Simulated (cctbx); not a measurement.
## Interatomic vectors of RbGa2Ag3As4

Space group P2_1/c (no. 14), a = 7.4240 Å, b = 12.1150 Å, c = 9.7770 Å, α = 90.00°, β = 118.53°, γ = 90.00°, content Ag12 Rb4 As16 Ga8.

Simulated single-crystal data (cctbx): Cu Kα, λ = 1.54184 Å, to d = 0.83 Å, 95 % of the full sphere, strongest reflection 5000 counts, noise from counting, a 3 % proportional error and a noise floor of 4 counts (s.d.); no absorption, some extinction.

Patterson synthesis from sharpened amplitudes, origin scaled to 1000:

```text
Patterson group P 1 2/m 1
      u       v       w   height  length (A)
  0.000   0.000   0.000   1000.0     0.00
  0.262   0.500   0.040    301.0     6.32
  0.468   0.500   0.537    238.0     9.18
  0.216   0.000   0.505    232.8     5.78
  0.000   0.256   0.500    225.5     5.79
  0.479   0.000   0.904    161.9     4.09
  0.293   0.000   0.413    158.1     3.55
  0.210   0.074   0.798    155.8     3.18
  0.218   0.331   0.293    151.1     4.74
  0.294   0.334   0.812    149.8     5.32
  0.372   0.255   0.544    139.5     6.98
  0.137   0.252   0.001    139.4     3.22
  0.391   0.500   0.055    126.5     6.63
  0.395   0.186   0.663    122.9     5.81
```

**Question.** Which atom pairs make the peaks, and where is the heaviest atom?

A peak at u stands for all pairs with xi − xj = u, with weight Σ ZiZj against Σ Z² = 57096 at the origin. Peak heights follow these weights only roughly, since form factors, motion and series ripples differ, all vectors within 0.55 Å of a peak are counted as merged into it though the farther ones add only part of their weight, and F(000) is left out, which lowers the whole map:

| u | v | w | shortest length (Å) | height | 1000 ΣZiZj/ΣZ² | pairs in the cell |
| --- | --- | --- | --- | --- | --- | --- |
| 0.262 | 0.500 | 0.040 | 6.32 | 301 | 529 | 8 × Ag–Ag, 6 × As–As, 4 × As–Ga, 2 × Ga–Ga |
| 0.468 | 0.500 | 0.537 | 7.46 | 238 | 380 | 6 × Ag–Ag, 4 × As–As, 4 × As–Ga |
| 0.216 | 0.000 | 0.505 | 4.40 | 233 | 370 | 12 × As–Ga, 4 × Ag–Ag |
| 0.000 | 0.256 | 0.500 | 5.79 | 226 | 352 | 6 × Ag–Ag, 4 × As–Ga, 2 × Rb–Rb |
| 0.479 | 0.000 | 0.904 | 3.52 | 162 | 231 | 4 × Ag–Ag, 4 × As–As |
| 0.293 | 0.000 | 0.413 | 3.56 | 158 | 155 | 4 × Ag–Ag |
| 0.210 | 0.074 | 0.798 | 3.17 | 156 | 294 | 4 × Ag–As, 4 × Ag–Ga, 2 × Rb–As, 2 × Rb–Ga |
| 0.218 | 0.331 | 0.293 | 4.74 | 151 | 202 | 4 × Ag–As, 2 × Ag–Ga, 2 × Rb–As |
| 0.294 | 0.334 | 0.812 | 5.32 | 150 | 151 | 4 × Ag–As, 2 × Rb–As |
| 0.372 | 0.255 | 0.544 | 5.59 | 140 | 207 | 6 × As–Ga, 2 × Ag–Rb, 2 × As–As |

The table stops at ten peaks or at a height of 45, below which ripples compete. In the model behind the data Ag, the heaviest element, has 3 independent sites: (0.2211, 0.8876, 0.5294), (0.0292, 0.6288, 0.5375) and (0.5049, 0.8819, 0.9372), up to an allowed shift of origin; the Ag–Ag vectors are differences of these positions and their symmetry mates. The whole model:

```
atom  mult.       x       y       z  Ueq (Å²)
 Ag1      4  0.2211  0.8876  0.5294    0.0143
 Ag2      4  0.0292  0.6288  0.5375    0.0118
 Ag3      4  0.5049  0.8819  0.9372    0.0123
 Rb1      4  0.5870  0.6337  0.9042    0.0117
 As1      4  0.6312  0.8085  0.7149    0.0203
 As2      4  0.7251  0.9612  0.7250    0.0093
 As3      4  0.7923  0.5545  0.7409    0.0100
 As4      4  0.1137  0.7902  0.7726    0.0146
 Ga1      4  0.0020  0.9421  0.7406    0.0142
 Ga2      4  0.8591  0.7097  0.7464    0.0182
```

The model was made for the exercise: a known structure type with other elements put in, its volume estimated, not relaxed; displacement parameters are assumed.

[Logs are printed without paths, hosts, clocks, repeated set-up lines and the standing remarks that a program may print on its own settings, such as how far it seeks lower states.]
